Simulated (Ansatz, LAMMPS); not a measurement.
## Convergence of a linear-scaling basis for amorphous Hg33S25Se8 (66 atoms)

Wanted: errors and times of a linear-scaling basis for amorphous Hg33S25Se8 (66 atoms). A setting counts as converged where the r.m.s. difference of forces stays under 1 % of the r.m.s. force.

Program: Ansatz 0.2.0. Level of theory: Kohn-Sham DFT, PBE, PAW (set soft_2, large core), plane waves. Values are calculated unless marked as measured.

Report form: inputs, costs, results and the conclusion, without the logs.

## 1. Starting point

The cell holds 66 atoms: 33 Hg, 25 S and 8 Se. Cell: a = 12.034 Å, b = 12.034 Å, c = 12.034 Å, α = 90.0°, β = 90.0°, γ = 90.0°. 66 atoms (33 Hg, 25 S, 8 Se) placed at random at 7.67 g/cm³, melted at 2500 K for 10 ps at fixed volume with the Stillinger-Weber II-VI potential (Zhou et al., Phys. Rev. B 88, 085309 (2013)). Quenched from 2500 K to 500 K at 100 K/ps and fixed volume, held 5 ps, then minimised at fixed cell.

Before any run, some limits are plain. The quench rate of 100 K/ps is orders of magnitude faster than experiment, which tends to freeze in extra defects. The network of bonds at the start is that of the classical potential that made the cell, and needn't be the one that DFT or experiment would give. Sampling is at Γ alone, for a cell whose shortest periodic width is 12 Å. No spin–orbit coupling is included, so levels derived from the heavy atoms are approximate.

## 2. The classical run that made the cell

A classical potential makes the cell, at a small fraction of what the same run would cost in DFT.

This step: classical MD, Stillinger-Weber II-VI potential (Zhou et al., Phys. Rev. B 88, 085309 (2013)) (LAMMPS 22 Jul 2025 - Update 4).

Contents of in.lmp:

```
# melt-quench of Hg33S25Se8
units metal
atom_style atomic
boundary p p p
region box block 0 12.0340 0 12.0340 0 12.0340
create_box 3 box
mass 1 200.5920   # Hg
mass 2 32.0600   # S
mass 3 78.9710   # Se
create_atoms 1 random 33 699039 NULL overlap 2.14 maxtry 2000
create_atoms 2 random 25 699046 NULL overlap 2.14 maxtry 2000
create_atoms 3 random 8 699053 NULL overlap 2.14 maxtry 2000
pair_style sw
pair_coeff * * CdTeZnSeHgS0.sw Hg S Se
neigh_modify delay 0 every 1 check yes
thermo_style custom step time temp pe press density
thermo_modify norm yes
timestep 0.001
thermo 100
min_style cg
minimize 1e-4 1e-4 200 2000
reset_timestep 0
velocity all create 2500 699040 mom yes dist gaussian
fix lim all nve/limit 0.05
fix lan all langevin 2500 2500 0.1 699041 zero yes
thermo 500
run 1000 post no
unfix lim
unfix lan
thermo 1666
fix md all nvt temp 2500 2500 0.1
run 10000 post no
unfix md
thermo 2000
fix md all nvt temp 2500 500 0.1
run 20000 post no
unfix md
thermo 2500
fix md all nvt temp 500 500 0.1
run 5000 post no
unfix md
thermo 100
min_style cg
minimize 0 1e-3 2000 20000
write_dump all custom glass.dump id type xs ys zs modify sort id
```

On the command line:

```
$ lmp -in in.lmp -log none -nocite
```

It took 5.1 s on 1 thread of Arm Neoverse V1, shared host; peak memory 0.072 GiB.

## 3. Plane-wave single point

The first run uses the default basis; a harder plane-wave run follows as the reference for the support functions.

Contents of input.yaml:

```yaml
crystal:
  lattice:
    - [12.034, 0.0, 0.0]
    - [0.0, 12.034, 0.0]
    - [0.0, 0.0, 12.034]
  atoms:
    - { symbol: Hg, position: [0.06126, 0.62431, 0.53575] }
    - { symbol: Hg, position: [0.7632, 0.20745, 0.11312] }
    - { symbol: Hg, position: [0.05443, 0.87877, 0.68175] }
    - { symbol: Hg, position: [0.03898, 0.07696, 0.27916] }
    - { symbol: Hg, position: [0.50222, 0.70744, 0.11173] }
    - { symbol: Hg, position: [0.70709, 0.18294, 0.47754] }
    - { symbol: Hg, position: [0.03825, 0.42555, 0.77949] }
    - { symbol: Hg, position: [0.33521, 0.23904, 0.9811] }
[... 54 atom lines left out ...]
    - { symbol: Se, position: [0.08334, 0.98792, 0.08024] }
    - { symbol: Se, position: [0.69011, 0.78268, 0.43987] }
    - { symbol: Se, position: [0.42742, 0.94157, 0.88148] }
    - { symbol: Se, position: [0.95117, 0.96715, 0.50182] }
kpoints:
  mp_grid: { grid: [1, 1, 1] }
hamiltonian:
  xc: pbe
  pseudopotentials: { kind: paw, core: large }
scf:
  occupations: { method: gaussian, width: 0.05 }
output:
  forces: true
  stress: true
  populations: intrinsic
  dos:
    method: { smearing: { sigma: 0.15 } }
    de: 0.1
    projected: { site_lists: { Hg: [Hg], S: [S], Se: [Se] } }
  eigenvalues: true
  write_density: true
  write_potential: true
  volumetric_format: npy
  elf: true
```

On the command line:

```
$ ansatz run input.yaml --threads 4 --pin off --max-ram 8192MiB --backend cpu --events-out ev --progress --plain --runs-dir out
```

Wall time 46 s (4 threads of Arm Neoverse V1, shared host); peak memory 2.1 GiB; 2.9 min of CPU time.

The program notes that potentials were chosen by core size.

The run gave:

```yaml
free_energy: -406456.0765 eV
free_energy_per_atom: -6158.4254 eV/atom
scf_cycles: 16
pressure: 1.131 GPa
r_m_s_force_component: 0.3881 eV/Å
longest_force: 1.113 eV/Å
fermi_energy: 6.772 eV
levels_partly_filled_by_over_2_per_cent: 4
```

The r.m.s. force component of 0.39 eV/Å sets the scale for the differences below.

## 4. Plane waves at 750 eV (750 eV)

A harder cutoff gives the support functions a reference with less basis error.

input.yaml, the sections that differ from step 3:

```yaml
output:
  forces: true
  eigenvalues: true
basis:
  ecutwfc: "750 eV"
# crystal, kpoints, hamiltonian, scf: as in step 3
```

Wall time 59 s (4 threads); peak memory 4.2 GiB.

Forces differ from the reference by 0.35 meV/Å r.m.s., 0.089 % of their size, well within a tolerance of 1 %; the energy by -1.1 meV/atom.

## 5. Support functions medium

The cell is solved in localised support functions. Besides, the program derives a nominal cutoff of 420 eV for this run, against the reference's 750.

This step: Kohn-Sham DFT, PBE, PAW (set soft_2, large core), localised support functions (medium) (Ansatz 0.2.0).

input.yaml, the sections that differ from step 4:

```yaml
scf:
  occupations: { method: gaussian, width: 0.05 }
  eigensolver: { kind: { support_functions: { accuracy: medium } } }
  max_iter: 150
output:
  forces: true
# crystal, kpoints, hamiltonian: as in step 4
# basis: removed
```

Run time: 3 min. Hardware: 4 threads; peak memory 3.5 GiB; 12 min of CPU time.

The program notes that the band table was not solved further than the SCF left it and it switched symmetry off.

Keys that differ from the reference: basis.ecutwfc removed, support_functions.accuracy = "medium" and scf.max_iter = 150.

Forces differ from the reference by 0.59 meV/Å r.m.s., 0.15 % of their size, well within a tolerance of 1 %; the energy by -0.31 meV/atom. It took 3.0 times the reference's time (shared host, so rough).

## 6. Support functions low

With localised support functions most steps grow linearly with size, though the diagonalisation grows faster unless the density matrix is cut; this run measures error and cost at this size. Besides, the program derives a nominal cutoff of 420 eV for this run, against the reference's 750.

This step: Kohn-Sham DFT, PBE, PAW (set soft_2, large core), localised support functions (low) (Ansatz 0.2.0).

input.yaml, the sections that differ from step 5:

```yaml
scf:
  occupations: { method: gaussian, width: 0.05 }
  eigensolver: { kind: { support_functions: { accuracy: low } } }
  max_iter: 150
# crystal, kpoints, hamiltonian, output: as in step 5
```

The job ended after 2.8 min (4 threads; peak memory 3.5 GiB; 11 min of CPU time).

Keys that differ from the reference: basis.ecutwfc removed, support_functions.accuracy = "low" and scf.max_iter = 150.

Forces differ from the reference by 0.62 meV/Å r.m.s., 0.16 % of their size, well within a tolerance of 1 %; the energy by -0.31 meV/atom. It took 2.9 times the reference's time (shared host, so rough).

## 7. Support functions high

With localised support functions most steps grow linearly with size, though the diagonalisation grows faster unless the density matrix is cut; this run measures error and cost at this size.

This step: Kohn-Sham DFT, PBE, PAW (set soft_2, large core), localised support functions (high) (Ansatz 0.2.0).

input.yaml, the sections that differ from step 6:

```yaml
scf:
  occupations: { method: gaussian, width: 0.05 }
  eigensolver: { kind: { support_functions: { accuracy: high } } }
  max_iter: 150
# crystal, kpoints, hamiltonian, output: as in step 6
```

It took 3.5 s on 4 threads; peak memory 0.47 GiB.

The program refused the input before any cycle.

The program's message: “Error: memory limit exceeded: the `scf loop` phase needs 10.57 GiB against the run's memory maximum of 8.00 GiB; largest carriers: support functions 8.81 GiB, density mixer 0.58 GiB, unmodelled-tail a …”

The refusal is over memory: the job needs 10.57 GiB where 8.00 GiB were allowed.

## 8. Support functions high

After the refusal for memory the run is tried again with basis.xc_grid typed, in the hope of saving memory. Against the reference, the basis becomes support functions and the exchange-correlation grid changes.

Changes to input.yaml since step 7:

```diff
@@ -18 +18,3 @@
   forces: true
+basis:
+  xc_grid: 1
```

Wall time 3.5 s (4 threads); peak memory 0.46 GiB; 11 s of CPU time.

The input was rejected at the start.

The program's message: “Error: memory limit exceeded: the `scf loop` phase needs 10.53 GiB against the run's memory maximum of 8.00 GiB; largest carriers: support functions 8.81 GiB, density mixer 0.58 GiB, unmodelled-tail a …”

The refusal is over memory: the job needs 10.53 GiB where 8.00 GiB were allowed.

## 9. Support functions medium, radius 4.3 Å

The radius confines each support function; a larger one gives more freedom and more work per atom. Besides, the program derives a nominal cutoff of 420 eV for this run, against the reference's 750.

This step: Kohn-Sham DFT, PBE, PAW (set soft_2, large core), localised support functions (medium) (Ansatz 0.2.0).

input.yaml, the sections that differ from step 8:

```yaml
scf:
  occupations: { method: gaussian, width: 0.05 }
  eigensolver: { kind: { support_functions: { accuracy: medium, radius: 4.3 } } }
  max_iter: 150
# crystal, kpoints, hamiltonian, output: as in step 8
# basis: removed
```

Run time: 2.7 min. Hardware: 4 threads; peak memory 3.4 GiB.

Keys that differ from the reference: basis.ecutwfc removed, support_functions.accuracy = "medium", support_functions.radius = 4.3 and scf.max_iter = 150.

Forces differ from the reference by 0.67 meV/Å r.m.s., 0.17 % of their size, well within a tolerance of 1 %; the energy by -0.31 meV/atom. It took 2.8 times the reference's time (shared host, so rough).

## 10. Support functions medium, radius 4.65 Å

input.yaml, the sections that differ from step 9:

```yaml
scf:
  occupations: { method: gaussian, width: 0.05 }
  eigensolver: { kind: { support_functions: { accuracy: medium, radius: 4.65 } } }
  max_iter: 150
# crystal, kpoints, hamiltonian, output: as in step 9
```

Wall time 3.5 min (4 threads); peak memory 3.9 GiB; 14 min of CPU time.

Keys that differ from the reference: basis.ecutwfc removed, support_functions.accuracy = "medium", support_functions.radius = 4.65 and scf.max_iter = 150.

Forces differ from the reference by 0.36 meV/Å r.m.s., 0.092 % of their size, well within a tolerance of 1 %; the energy by -0.31 meV/atom. It took 3.5 times the reference's time (shared host, so rough).

## 11. Support functions medium, radius 4.96 Å

input.yaml, the sections that differ from step 10:

```yaml
scf:
  occupations: { method: gaussian, width: 0.05 }
  eigensolver: { kind: { support_functions: { accuracy: medium, radius: 4.96 } } }
  max_iter: 150
# crystal, kpoints, hamiltonian, output: as in step 10
```

The job ended after 4.4 min (4 threads; peak memory 4.3 GiB).

Keys that differ from the reference: basis.ecutwfc removed, support_functions.accuracy = "medium", support_functions.radius = 4.96 and scf.max_iter = 150.

Forces differ from the reference by 0.18 meV/Å r.m.s., 0.047 % of their size, well within a tolerance of 1 %; the energy by -0.31 meV/atom. It took 4.4 times the reference's time (shared host, so rough).

## 12. Support functions medium, radius 5.32 Å

input.yaml, the sections that differ from step 11:

```yaml
scf:
  occupations: { method: gaussian, width: 0.05 }
  eigensolver: { kind: { support_functions: { accuracy: medium, radius: 5.32 } } }
  max_iter: 150
# crystal, kpoints, hamiltonian, output: as in step 11
```

It took 5.8 min on 4 threads; peak memory 4.9 GiB; 23 min of CPU time.

Keys that differ from the reference: basis.ecutwfc removed, support_functions.accuracy = "medium", support_functions.radius = 5.32 and scf.max_iter = 150.

Forces differ from the reference by 0.10 meV/Å r.m.s., 0.026 % of their size, well within a tolerance of 1 %; the energy by -0.31 meV/atom. It took 5.9 times the reference's time (shared host, so rough).

## 13. Support functions medium, radius 5.98 Å

input.yaml, the sections that differ from step 12:

```yaml
scf:
  occupations: { method: gaussian, width: 0.05 }
  eigensolver: { kind: { support_functions: { accuracy: medium, radius: 5.98 } } }
  max_iter: 150
# crystal, kpoints, hamiltonian, output: as in step 12
```

Wall time 9.5 min (4 threads); peak memory 6 GiB.

Keys that differ from the reference: basis.ecutwfc removed, support_functions.accuracy = "medium", support_functions.radius = 5.98 and scf.max_iter = 150.

Forces differ from the reference by 0.084 meV/Å r.m.s., 0.022 % of their size, well within a tolerance of 1 %; the energy by -0.31 meV/atom. It took 9.6 times the reference's time (shared host, so rough).

## 14. Support functions medium, radius 3.77 Å

The radius confines each support function; a larger one gives more freedom and more work per atom.

input.yaml, the sections that differ from step 13:

```yaml
scf:
  occupations: { method: gaussian, width: 0.05 }
  eigensolver: { kind: { support_functions: { accuracy: medium, radius: 3.77 } } }
  max_iter: 150
output:
  forces: true
  eigenvalues: true
# crystal, kpoints, hamiltonian: as in step 13
```

Elapsed: 2.1 s, on 4 threads; peak memory 0.33 GiB; 6.7 s of CPU time.

The program refuses radii under 4.22 Å for these atoms at this level.

## 15. All settings compared

Differences are against the plane-wave reference (Kohn-Sham DFT, PBE, PAW (set soft_2, large core), plane waves), whose r.m.s. force component is 0.388 eV/Å. Energies are set beside the reference only for runs with its functional, potentials and electron count. Times are for 4 threads of Arm Neoverse V1, shared host. The reference's time includes the DOS, ELF, the stress and grids, which some other runs skip.

| run | Δ force, r.m.s. (meV/Å) | share of r.m.s. force (%) | Δ energy (meV/atom) | cycles | time | host memory (GiB) |
| --- | --- | --- | --- | --- | --- | --- |
| reference | - | - | - | 16 | 46 s | 2.1 |
| plane waves at 750 eV (750 eV) | 0.347 | 0.0895 | -1.11 | 15 | 59 s | 4.2 |

## 16. Cost against change

Differences are against the run with plane waves at 750 eV (Kohn-Sham DFT, PBE, PAW (set soft_2, large core), plane waves), whose r.m.s. force component is 0.388 eV/Å. Energies are set beside the reference only for runs with its functional, potentials and electron count. Times are for 4 threads of Arm Neoverse V1, shared host.

| run | Δ force, r.m.s. (meV/Å) | share of r.m.s. force (%) | Δ energy (meV/atom) | cycles | time | host memory (GiB) |
| --- | --- | --- | --- | --- | --- | --- |
| reference | - | - | - | 15 | 59 s | 4.2 |
| support functions medium | 0.587 | 0.151 | -0.307 | 19 | 3 min | 3.5 |
| support functions low | 0.618 | 0.159 | -0.307 | 17 | 2.8 min | 3.5 |
| support functions medium, radius 4.3 Å | 0.666 | 0.172 | -0.307 | 20 | 2.7 min | 3.4 |
| support functions medium, radius 4.65 Å | 0.358 | 0.0922 | -0.307 | 19 | 3.5 min | 3.9 |
| support functions medium, radius 4.96 Å | 0.181 | 0.0467 | -0.307 | 19 | 4.4 min | 4.3 |
| support functions medium, radius 5.32 Å | 0.103 | 0.0265 | -0.307 | 19 | 5.8 min | 4.9 |
| support functions medium, radius 5.98 Å | 0.084 | 0.0217 | -0.307 | 19 | 9.5 min | 6.0 |

(Continued in part 2 of 2.)

[Long decimals in the printed logs are rounded to 6 places.]

[Logs are printed without paths, hosts, clocks, repeated set-up lines and the standing remarks that a program may print on its own settings, such as how far it seeks lower states.]

[Hosts, paths, dates, database ids (printed as entryN), source tags and the programs' standing remarks are cut or masked in the printed files.]
